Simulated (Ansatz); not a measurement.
# The perfect SiC wire along [111], 14 atoms a period, H-terminated, part 3 of 3

What gap, if any, does the SiC wire along [111], 14 atoms a period, H-terminated have, and how does it change with the functional and under strain?

Ansatz 0.2.0; DFT PBE, plane waves, PAW; relaxation of a wire's period; PAW set soft_1 (the session's first sound run).

So far, band gap (eV): step 3 (the perfect wire, PBE) 4.86; step 4 (another level of theory, cutoff 500 eV, k-mesh 1×1×8, r2SCAN PBE) 5.36; step 5 (levels at the same atoms, level HSE06, cutoff 420 eV, HSE06 PBE) 5.90.

### 6. At a strained period, period over the relaxed period 1.03, k-mesh 1×1×8

This step: DFT PBE, plane waves, PAW; relaxation at a fixed period; PAW set soft_1 (Ansatz 0.2.0).

The period is set to 1.03 times the relaxed one and the atoms relax within it: strain changes bond lengths and angles, which shifts the bands against each other. Against the first PBE run of this kind, the mesh along the wire has 8 points against 11.

The cell differs from the one that the last finished run ended in (c 7.738 → 7.970 Å).

File input.yaml:

```yaml
crystal:
  lattice:
    - [12.298, 0.0, 0.0]
    - [0.0, 12.818, 0.0]
    - [0.0, 0.0, 7.9696852469]
  atoms:
    - { symbol: Si, position: [0.499984861, 0.512897052, 0.003203912] }
    - { symbol: C, position: [0.499984861, 0.512870697, 0.250285114] }
    - { symbol: H, position: [0.274327551, 0.496501948, 0.27395009] }
    - { symbol: H, position: [0.372407821, 0.333550008, 0.273972219] }
    - { symbol: H, position: [0.401901979, 0.708514272, 0.273922349] }
    - { symbol: H, position: [0.598067743, 0.708514272, 0.273922349] }
    - { symbol: H, position: [0.627561901, 0.333550008, 0.273972219] }
    - { symbol: H, position: [0.725642171, 0.496501948, 0.27395009] }
    - { symbol: Si, position: [0.375380858, 0.443856436, 0.338661805] }
    - { symbol: Si, position: [0.499984861, 0.650942997, 0.338654483] }
    - { symbol: Si, position: [0.624588864, 0.443856436, 0.338661805] }
    - { symbol: C, position: [0.376613851, 0.444533716, 0.582144965] }
    - { symbol: C, position: [0.499984861, 0.649561351, 0.582135153] }
    - { symbol: C, position: [0.623355871, 0.444533716, 0.582144965] }
    - { symbol: H, position: [0.274402174, 0.637794284, 0.605384839] }
    - { symbol: H, position: [0.499984861, 0.262972653, 0.605450253] }
    - { symbol: H, position: [0.725567548, 0.637794284, 0.605384839] }
    - { symbol: H, position: [0.30270944, 0.403610685, 0.626595492] }
    - { symbol: H, position: [0.499984861, 0.731437665, 0.626553854] }
    - { symbol: H, position: [0.697260282, 0.403610685, 0.626595492] }
    - { symbol: Si, position: [0.374348894, 0.582490907, 0.669307579] }
    - { symbol: Si, position: [0.499984861, 0.373707602, 0.669327718] }
    - { symbol: Si, position: [0.625620828, 0.582490907, 0.669307579] }
    - { symbol: C, position: [0.376079237, 0.581514918, 0.912889639] }
    - { symbol: C, position: [0.499984861, 0.375612884, 0.912905403] }
    - { symbol: C, position: [0.623890485, 0.581514918, 0.912889639] }
    - { symbol: H, position: [0.301387873, 0.54348135, 0.959897408] }
    - { symbol: H, position: [0.373071473, 0.662595416, 0.959884781] }
    - { symbol: H, position: [0.42830045, 0.332585879, 0.959927948] }
    - { symbol: H, position: [0.571669272, 0.332585879, 0.959927948] }
    - { symbol: H, position: [0.626898249, 0.662595416, 0.959884781] }
    - { symbol: H, position: [0.698581849, 0.54348135, 0.959897408] }
kpoints:
  mp_grid: { grid: [1, 1, 8] }
  band_path: { path: ["Γ", Z], npoints: 90 }
scf:
  occupations: { method: fermi_dirac, width: 0.05 }
hamiltonian:
  xc: pbe
  pseudopotentials: { kind: paw, azcp: { folder: soft_1 } }
relax:
  max_steps: 40
  f_tol: 0.02
output:
  stress: true
```

Run with:

```bash
$ ansatz run input.yaml --threads 4 --pin off --max-ram 16384MiB --backend cpu --events-out ev --progress --plain --runs-dir out
```

Numbers of over 12 decimals in the logs are rounded to 6 here.

The program printed:

```text
Warning: output.stress: scf.convergence.dr2_threshold = 1e-7 eV (the SCF's general default) is looser than the 3.2e-9 eV advised for a printed stress (1e-10 eV for each atom of the cell: 32). What an SCF threshold leaves in a stress goes as its square root, and in the free energy as the threshold itself, and one threshold admits the most on a small cell: [figures from the program's tests cut] Every solve of this run  [...]
[...]
Crystal: 32 atoms, lattice volume = 1256.307 Å³
Basis set: ecut = 420 eV, 24637 PW (Γ), exchange–correlation on 180×180×108 points (8 copies of the dense FFT grid, shifted against one another)
Bands: 69, of which v1, the nominal top of the filled ones, is band 37 counted from 1 (36 counted from 0)
Symmetry: 2 space group operations
[...]
k-points: 5 of 8 (time reversal used)
[...]
SCF iter   1: F=—  HF=-6515.620865 eV  |F-HF|=—  |Δ(HF+E_count)|=         —  Δρ=6.10e-2  dr2=5.94e1  ethr=3.10e-3  ⟨swp⟩=9.6  Hψ=2211  notcnv=0  defer=44
[...]
SCF iter   9: F=-6496.669786 eV  HF=-6496.669787 eV  |F-HF|=8.39e-7  |Δ(HF+E_count)|=   1.19e-6  Δρ=8.61e-6  dr2=1.65e-6  ethr=1.35e-8  ⟨swp⟩=5.0  Hψ=993  notcnv=0
SCF 1 converged in 9 iterations: F = -6496.669786 eV  dr2 = 1.65e-6
[...]
relax step   1: F+E_penalty+E_count = -6496.66978648 eV  Δ(F+E_penalty+E_count) = +0.000e0 eV  max|allowed force component| = 4.506e-1 eV/Å  Δτ_max = 0.0000 Å  (9 SCF iters, dr2 threshold 1.00e-5 eV, accepted)
[...]
SCF iter   6: F=-6496.764290 eV  HF=-6496.764290 eV  |F-HF|=2.63e-8  |Δ(HF+E_count)|=   3.43e-6  Δρ=1.11e-5  dr2=1.59e-6  ethr=1.71e-8  ⟨swp⟩=5.0  Hψ=1069  notcnv=0
SCF 2 converged in 6 iterations: F = -6496.764290 eV  dr2 = 1.59e-6
[...]
relax step   2: F+E_penalty+E_count = -6496.76429000 eV  Δ(F+E_penalty+E_count) = -9.450e-2 eV  max|allowed force component| = 2.881e-1 eV/Å  Δτ_max = 0.0555 Å  (6 SCF iters, dr2 threshold 1.27e-5 eV, accepted)
SCF iter   1: F=—  HF=-6496.788411 eV  |F-HF|=—  |Δ(HF+E_count)|=         —  Δρ=1.63e-3  dr2=2.75e-2  ethr=2.85e-4  ⟨swp⟩=5.0  Hψ=774  notcnv=0  defer=138
[...]
SCF iter   5: F=-6496.781692 eV  HF=-6496.781692 eV  |F-HF|=6.28e-7  |Δ(HF+E_count)|=   1.25e-6  Δρ=1.41e-5  dr2=2.63e-6  ethr=7.01e-9  ⟨swp⟩=5.6  Hψ=1082  notcnv=0
SCF 3 converged in 5 iterations: F = -6496.781692 eV  dr2 = 2.63e-6
[...]
relax step   3: F+E_penalty+E_count = -6496.78169164 eV  Δ(F+E_penalty+E_count) = -1.740e-2 eV  max|allowed force component| = 1.132e-1 eV/Å  Δτ_max = 0.0268 Å  (5 SCF iters, dr2 threshold 5.19e-6 eV, accepted)
[...]
relax step   4: F+E_penalty+E_count = -6496.78289774 eV  Δ(F+E_penalty+E_count) = -1.206e-3 eV  max|allowed force component| = 2.892e-2 eV/Å  Δτ_max = 0.0050 Å  (4 SCF iters, dr2 threshold 1.98e-6 eV, accepted)
SCF iter   1: F=—  HF=-6496.782944 eV  |F-HF|=—  |Δ(HF+E_count)|=         —  Δρ=1.23e-4  dr2=1.56e-4  ethr=2.29e-6  ⟨swp⟩=2.0  Hψ=618  notcnv=0  defer=134
[...]
SCF iter   5: F=-6496.782984 eV  HF=-6496.782984 eV  |F-HF|=1.52e-8  |Δ(HF+E_count)|=   3.52e-8  Δρ=1.33e-6  dr2=2.89e-8  ethr=1.35e-10  ⟨swp⟩=5.0  Hψ=1047  notcnv=0
SCF 5 converged in 5 iterations: F = -6496.782984 eV  dr2 = 2.89e-8
relax step   5: F+E_penalty+E_count = -6496.78298408 eV  Δ(F+E_penalty+E_count) = -8.633e-5 eV  max|allowed force component| = 8.848e-3 eV/Å  Δτ_max = 0.0020 Å  (5 SCF iters, accepted)
[...]
the band table was solved once a step of the walk had ended and its energy, with any forces and stress, was formed, with the checks that follow a solve (3547 applications of the Hamiltonian). They found nothing against the state; the energy, forces and stress were not computed again (output.eigenvalues in the input reference)
[...]
SCF converged after 5 iterations
Free energy (F): -6496.782984 eV
[...]
Internal energy: -6496.782984 eV  (E = F + TS)
E sigma→0 (E₀):  -6496.782984 eV
Fermi energy:    -1.861245 eV
[...]
--- Forces (eV/Å), atoms counted from 1 ---
  atom   1  Si     0.00000000    -0.00002004     0.00099643
  atom   2  C      0.00000000     0.00002599     0.00588858
  atom   3  H     -0.00123644    -0.00073203    -0.00061289
  atom   4  H     -0.00126303    -0.00070630    -0.00058658
  atom   5  H      0.00002174     0.00141737    -0.00058943
  atom   6  H     -0.00002174     0.00141737    -0.00058943
  atom   7  H      0.00126303    -0.00070630    -0.00058658
  atom   8  H      0.00123644    -0.00073203    -0.00061289
  atom   9  Si    -0.00094995    -0.00056019    -0.00273174
  atom  10  Si     0.00000000     0.00114473    -0.00275418
  atom  11  Si     0.00094995    -0.00056019    -0.00273174
  atom  12  C     -0.00270723    -0.00156717     0.00658535
  atom  13  C      0.00000000     0.00312662     0.00659524
  atom  14  C      0.00270723    -0.00156717     0.00658535
  atom  15  H     -0.00097749     0.00058349    -0.00031362
  atom  16  H      0.00000000    -0.00115861    -0.00031798
  atom  17  H      0.00097749     0.00058349    -0.00031362
  atom  18  H      0.00465228     0.00267496    -0.00233368
  atom  19  H      0.00000000    -0.00534758    -0.00234413
  atom  20  H     -0.00465228     0.00267496    -0.00233368
  atom  21  Si    -0.00110676     0.00062865    -0.00226304
  atom  22  Si     0.00000000    -0.00128864    -0.00224346
  atom  23  Si     0.00110676     0.00062865    -0.00226304
  atom  24  C     -0.00576591     0.00339317     0.00882494
  atom  25  C      0.00000000    -0.00669471     0.00884883
  atom  26  C      0.00576591     0.00339317     0.00882494
  atom  27  H      0.00554442    -0.00173083    -0.00441640
  atom  28  H      0.00427287    -0.00398906    -0.00444580
  atom  29  H      0.00124715     0.00569397    -0.00444542
  atom  30  H     -0.00124715     0.00569397    -0.00444542
  atom  31  H     -0.00427287    -0.00398906    -0.00444580
  atom  32  H     -0.00554442    -0.00173083    -0.00441640
  max |Σ_I F_I| component: 1.28e-5 eV/Å
--- Stress (GPa, compression-positive) ---
        0.000761       0.000000       0.000000
        0.000000      -0.002874       0.000161
        0.000000       0.000159      -0.932682
  P = ⅓ Tr σ = -0.3116 GPa (-3.116 kbar)
--- Band table (eV; the first three rows and the last of 5) ---
  k-point 0: bands = [... 33 lower, -5.1058, -4.6616, -4.6594, -4.2979, 0.6136, 0.6417, 0.7208, 1.2586, ... 28 higher]
  k-point 1: bands = [... 33 lower, -5.0872, -4.6633, -4.6611, -4.3557, 0.6646, 0.6946, 0.7315, 1.2522, ... 28 higher]
  k-point 2: bands = [... 33 lower, -5.0088, -4.6689, -4.6666, -4.5255, 0.7450, 0.8156, 0.8459, 1.1918, ... 28 higher]
  k-point 4: bands = [... 33 lower, -4.9034, -4.9028, -4.6791, -4.6764, 0.7025, 1.1365, 1.1838, 1.2071, ... 28 higher]
--- Relaxed structure (5 steps of the walk, 5 accepted, 0 SCFs on fresh bases) ---
  F+E_penalty+E_count = -6496.78298408 eV   max|allowed force component| = 8.848e-3 eV/Å
  atoms:
    - { symbol: Si, position: [0.499984861, 0.512897, 0.0028567] }
    - { symbol: C, position: [0.499984861, 0.512868, 0.248600] }
    - { symbol: H, position: [0.274563, 0.496636, 0.281557] }
    - { symbol: H, position: [0.372659, 0.333673, 0.281580] }
    - { symbol: H, position: [0.401892, 0.708248, 0.281526] }
    - { symbol: H, position: [0.598077, 0.708248, 0.281526] }
    - { symbol: H, position: [0.627311, 0.333673, 0.281580] }
    - { symbol: H, position: [0.725406, 0.496636, 0.281557] }
    - { symbol: Si, position: [0.376464, 0.444453, 0.342104] }
    - { symbol: Si, position: [0.499984861, 0.649745, 0.342096] }
    - { symbol: Si, position: [0.623506, 0.444453, 0.342104] }
    - { symbol: C, position: [0.377603, 0.445080, 0.580564] }
    - { symbol: C, position: [0.499984861, 0.648468, 0.580553] }
    - { symbol: C, position: [0.622366, 0.445080, 0.580564] }
    - { symbol: H, position: [0.274490, 0.637741, 0.612948] }
    - { symbol: H, position: [0.499984861, 0.263072, 0.613012] }
    - { symbol: H, position: [0.725479, 0.637741, 0.612948] }
    - { symbol: H, position: [0.303055, 0.403807, 0.620311] }
    - { symbol: H, position: [0.499984861, 0.731053, 0.620274] }
    - { symbol: H, position: [0.696915, 0.403807, 0.620311] }
    - { symbol: Si, position: [0.375270, 0.581981, 0.670303] }
    - { symbol: Si, position: [0.499984861, 0.374726, 0.670323] }
    - { symbol: Si, position: [0.624699, 0.581981, 0.670303] }
    - { symbol: C, position: [0.377203, 0.580896, 0.909068] }
    - { symbol: C, position: [0.499984861, 0.376856, 0.909083] }
    - { symbol: C, position: [0.622767, 0.580896, 0.909068] }
    - { symbol: H, position: [0.301454, 0.543583, 0.952475] }
    - { symbol: H, position: [0.373026, 0.662497, 0.952458] }
    - { symbol: H, position: [0.428419, 0.332593, 0.952504] }
    - { symbol: H, position: [0.571551, 0.332593, 0.952504] }
    - { symbol: H, position: [0.626943, 0.662497, 0.952458] }
    - { symbol: H, position: [0.698516, 0.543583, 0.952475] }
```

The job ended after 2.5 min (4 threads of Intel Xeon Platinum 8223CL at 3.00GHz (Skylake/Cascade Lake), shared host; peak memory 5 GiB; 9.5 min of CPU time).

The steps of the relaxation:

| step | energy less that of the first step (eV) | largest force component (eV/Å) |
| --- | --- | --- |
| 1 | 0.0000 | 0.4506 |
| 2 | -0.0945 | 0.2881 |
| 3 | -0.1119 | 0.1132 |
| 4 | -0.1131 | 0.0289 |
| 5 | -0.1132 | 0.0088 |

The run keeps the 2 symmetry operations that it works with, so distortions that break them were not tested.

The atoms that moved most (Å):

| atom | dx | dy | dz | length |
| --- | --- | --- | --- | --- |
| H7 | -0.003 | 0.002 | 0.061 | 0.061 |
| H4 | 0.003 | 0.002 | 0.061 | 0.061 |
| H3 | 0.003 | 0.002 | 0.061 | 0.061 |
| H8 | -0.003 | 0.002 | 0.061 | 0.061 |
| H6 | 0.000 | -0.003 | 0.061 | 0.061 |
| H5 | 0.000 | -0.003 | 0.061 | 0.061 |
| H17 | -0.001 | -0.001 | 0.060 | 0.060 |
| H15 | 0.001 | -0.001 | 0.060 | 0.060 |

Final coordinates:

```cif
data_structure
_symmetry_space_group_name_H-M 'P 1'
_symmetry_Int_Tables_number 1
_cell_length_a 12.2980
_cell_length_b 12.8180
_cell_length_c 7.9697
_cell_angle_alpha 90.000
_cell_angle_beta 90.000
_cell_angle_gamma 90.000
_cell_volume 1256.31
loop_
_atom_site_label
_atom_site_type_symbol
_atom_site_fract_x
_atom_site_fract_y
_atom_site_fract_z
_atom_site_occupancy
Si1 Si 0.49998 0.51290 0.00286 1
C2 C 0.49998 0.51287 0.24860 1
H3 H 0.27456 0.49664 0.28156 1
H4 H 0.37266 0.33367 0.28158 1
H5 H 0.40189 0.70825 0.28153 1
H6 H 0.59808 0.70825 0.28153 1
H7 H 0.62731 0.33367 0.28158 1
H8 H 0.72541 0.49664 0.28156 1
Si9 Si 0.37646 0.44445 0.34210 1
Si10 Si 0.49998 0.64974 0.34210 1
Si11 Si 0.62351 0.44445 0.34210 1
C12 C 0.37760 0.44508 0.58056 1
C13 C 0.49998 0.64847 0.58055 1
C14 C 0.62237 0.44508 0.58056 1
H15 H 0.27449 0.63774 0.61295 1
H16 H 0.49998 0.26307 0.61301 1
H17 H 0.72548 0.63774 0.61295 1
H18 H 0.30306 0.40381 0.62031 1
H19 H 0.49998 0.73105 0.62027 1
H20 H 0.69691 0.40381 0.62031 1
Si21 Si 0.37527 0.58198 0.67030 1
Si22 Si 0.49998 0.37473 0.67032 1
Si23 Si 0.62470 0.58198 0.67030 1
C24 C 0.37720 0.58090 0.90907 1
C25 C 0.49998 0.37686 0.90908 1
C26 C 0.62277 0.58090 0.90907 1
H27 H 0.30145 0.54358 0.95247 1
H28 H 0.37303 0.66250 0.95246 1
H29 H 0.42842 0.33259 0.95250 1
H30 H 0.57155 0.33259 0.95250 1
H31 H 0.62694 0.66250 0.95246 1
H32 H 0.69852 0.54358 0.95247 1
```

Numbers from this step:

* band gap: 4.912 eV

Electronic bands along the path, in eV, zero at the Fermi level; v1 is the highest filled band, c1 the lowest empty one:

| point | v4 | v3 | v2 | v1 | c1 | c2 | c3 | c4 |
| --- | --- | --- | --- | --- | --- | --- | --- | --- |
| Γ | -3.24 | -2.80 | -2.80 | -2.44 | 2.47 | 2.50 | 2.58 | 3.12 |
| halfway | -3.15 | -2.81 | -2.81 | -2.66 | 2.61 | 2.68 | 2.71 | 3.05 |
| Z | -3.04 | -3.04 | -2.82 | -2.82 | 2.56 | 3.00 | 3.04 | 3.07 |

The gap is 4.91 eV, against 4.86 eV under PBE at the relaxed period.

### 7. Strain along the wire, period over the relaxed period 0.94, k-mesh 1×1×9

The period is set to 0.94 times the relaxed one and the atoms relax within it: strain changes bond lengths and angles, which shifts the bands against each other. Against the first PBE run of this kind, the mesh along the wire has 9 points against 11.

The cell differs from the one that the last finished run ended in (c 7.970 → 7.273 Å).

input.yaml: that of step 6 with these lines changed.

```diff
@@ -4,3 +4,3 @@
     - [0.0, 12.818, 0.0]
-    - [0.0, 0.0, 7.9696852469]
+    - [0.0, 0.0, 7.2733049826]
   atoms:
@@ -39,3 +39,3 @@
 kpoints:
-  mp_grid: { grid: [1, 1, 8] }
+  mp_grid: { grid: [1, 1, 9] }
   band_path: { path: ["Γ", Z], npoints: 90 }
```

The program printed:

```text
[...]
Crystal: 32 atoms, lattice volume = 1146.533 Å³
Basis set: ecut = 420 eV, 22419 PW (Γ), exchange–correlation on 180×180×100 points (8 copies of the dense FFT grid, shifted against one another)
Bands: 69, of which v1, the nominal top of the filled ones, is band 37 counted from 1 (36 counted from 0)
Symmetry: 2 space group operations
[...]
- { symbol: C, position: [0.373734, 0.582818, 0.920141] }
    - { symbol: C, position: [0.499985, 0.373018, 0.920162] }
    - { symbol: C, position: [0.626236, 0.582818, 0.920141] }
[...]
- { symbol: H, position: [0.428049, 0.332522, 0.974508] }
    - { symbol: H, position: [0.571921, 0.332522, 0.974508] }
    - { symbol: H, position: [0.626834, 0.662848, 0.974437] }
    - { symbol: H, position: [0.698774, 0.543317, 0.974470] }
[key lines of the parts left out:]
SCF converged after 5 iterations
Free energy (F): -6496.375048 eV
Fermi energy:    -1.594520 eV
P = ⅓ Tr σ = 0.7742 GPa (7.742 kbar)
```

Elapsed: 2.3 min, on 4 threads; peak memory 4.7 GiB; 8.9 min of CPU time.

The steps of the relaxation:

| step | energy less that of the first step (eV) | largest force component (eV/Å) |
| --- | --- | --- |
| 1 | 0.0000 | 1.6643 |
| 2 | -0.4720 | 0.9224 |
| 3 | -0.6109 | 0.2989 |
| 4 | -0.6176 | 0.0583 |
| 5 | -0.6179 | 0.0272 |
| 6 | -0.6182 | 0.0035 |

Forces are held to the 2 operations that the run works with; a distortion that breaks them can't arise in this run.

The atoms that moved most (Å):

| atom | dx | dy | dz | length |
| --- | --- | --- | --- | --- |
| H15 | 0.004 | -0.002 | -0.135 | 0.135 |
| H17 | -0.004 | -0.002 | -0.135 | 0.135 |
| H16 | 0.000 | 0.005 | -0.135 | 0.135 |
| H18 | -0.006 | -0.004 | 0.112 | 0.112 |
| H20 | 0.006 | -0.004 | 0.112 | 0.112 |
| H19 | 0.000 | 0.007 | 0.112 | 0.112 |
| H30 | 0.003 | -0.001 | 0.106 | 0.106 |
| H29 | -0.003 | -0.001 | 0.106 | 0.106 |

The relaxed structure:

```xyz
32
Lattice="12.2980 0.0000 0.0000 0.0000 12.8180 0.0000 0.0000 0.0000 7.2733" Properties=species:S:1:pos:R:3
Si    6.1488    6.5744    0.0083
C     6.1488    6.5740    1.8580
H     3.3609    6.3543    1.8894
H     4.5652    4.2692    1.8897
H     4.9446    9.0976    1.8893
H     7.3530    9.0976    1.8893
H     7.7324    4.2692    1.8897
H     8.9367    6.3543    1.8894
Si    4.5870    5.6723    2.4140
Si    6.1488    8.3778    2.4140
Si    7.7106    5.6723    2.4140
C     4.6056    5.6830    4.2648
C     6.1488    8.3561    4.2647
C     7.6920    5.6830    4.2648
H     3.3787    8.1728    4.2683
H     6.1488    3.3755    4.2690
H     8.9189    8.1728    4.2683
H     3.7165    5.1699    4.6691
H     6.1488    9.3828    4.6687
H     8.5812    5.1699    4.6691
Si    4.5815    7.4792    4.8436
Si    6.1488    4.7644    4.8438
Si    7.7162    7.4792    4.8436
C     4.5962    7.4706    6.6925
C     6.1488    4.7813    6.6926
C     7.7014    7.4706    6.6925
H     3.7041    6.9642    7.0876
H     4.5888    8.4964    7.0874
H     5.2641    4.2623    7.0879
H     7.0335    4.2623    7.0879
H     7.7088    8.4964    7.0874
H     8.5935    6.9642    7.0876
```

This step gave:

```yaml
band_gap: 4.694 eV
```

Electronic bands along the path, in eV, zero at the Fermi level; v1 is the highest filled band, c1 the lowest empty one:

| point | v4 | v3 | v2 | v1 | c1 | c2 | c3 | c4 |
| --- | --- | --- | --- | --- | --- | --- | --- | --- |
| Γ | -3.13 | -2.95 | -2.95 | -2.34 | 2.36 | 2.41 | 2.42 | 3.20 |
| halfway | -3.08 | -2.89 | -2.89 | -2.47 | 2.50 | 2.56 | 2.61 | 3.17 |
| Z | -3.06 | -2.85 | -2.85 | -2.80 | 2.60 | 2.87 | 2.92 | 3.02 |

The gap is 4.69 eV, against 4.86 eV under PBE at the relaxed period.

### 8. Outcome

```json
{
 "cell length, PBE": "7.738 Å",
 "gap, PBE": "4.86 eV",
 "gap, r2SCAN": "5.36 eV",
 "gap, HSE06": "5.90 eV",
 "gap, period scaled by 1.03": "4.91 eV",
 "gap, period scaled by 0.94": "4.69 eV"
}
```

In words: Under PBE the cell's length is 7.74 Å, and a gap of 4.86 eV makes it a semiconductor. At the relaxed period the wire is gapped under every functional, from 4.86 eV (PBE) to 5.90 eV (HSE06). Weak screening in one dimension makes quasiparticle gaps larger than the semilocal gaps, as a rule. Strain matters: under PBE the gap goes from 4.86 eV to 4.69 eV at 0.94 times the period and 4.91 eV at 1.03 times the period. Plain hydrogen on a compound's surface is a simple closure: it may leave surface states, and facets that end in unlike atoms put a field across the wire, both of which shrink the gap. A hybrid's gap is read on a coarse mesh, without a band path.

[Logs are printed without paths, hosts, clocks, repeated set-up lines and the standing remarks that a program may print on its own settings, such as how far it seeks lower states.]

[Hosts, paths, dates, database ids (printed as entryN), source tags and the programs' standing remarks are cut or masked in the printed files.]
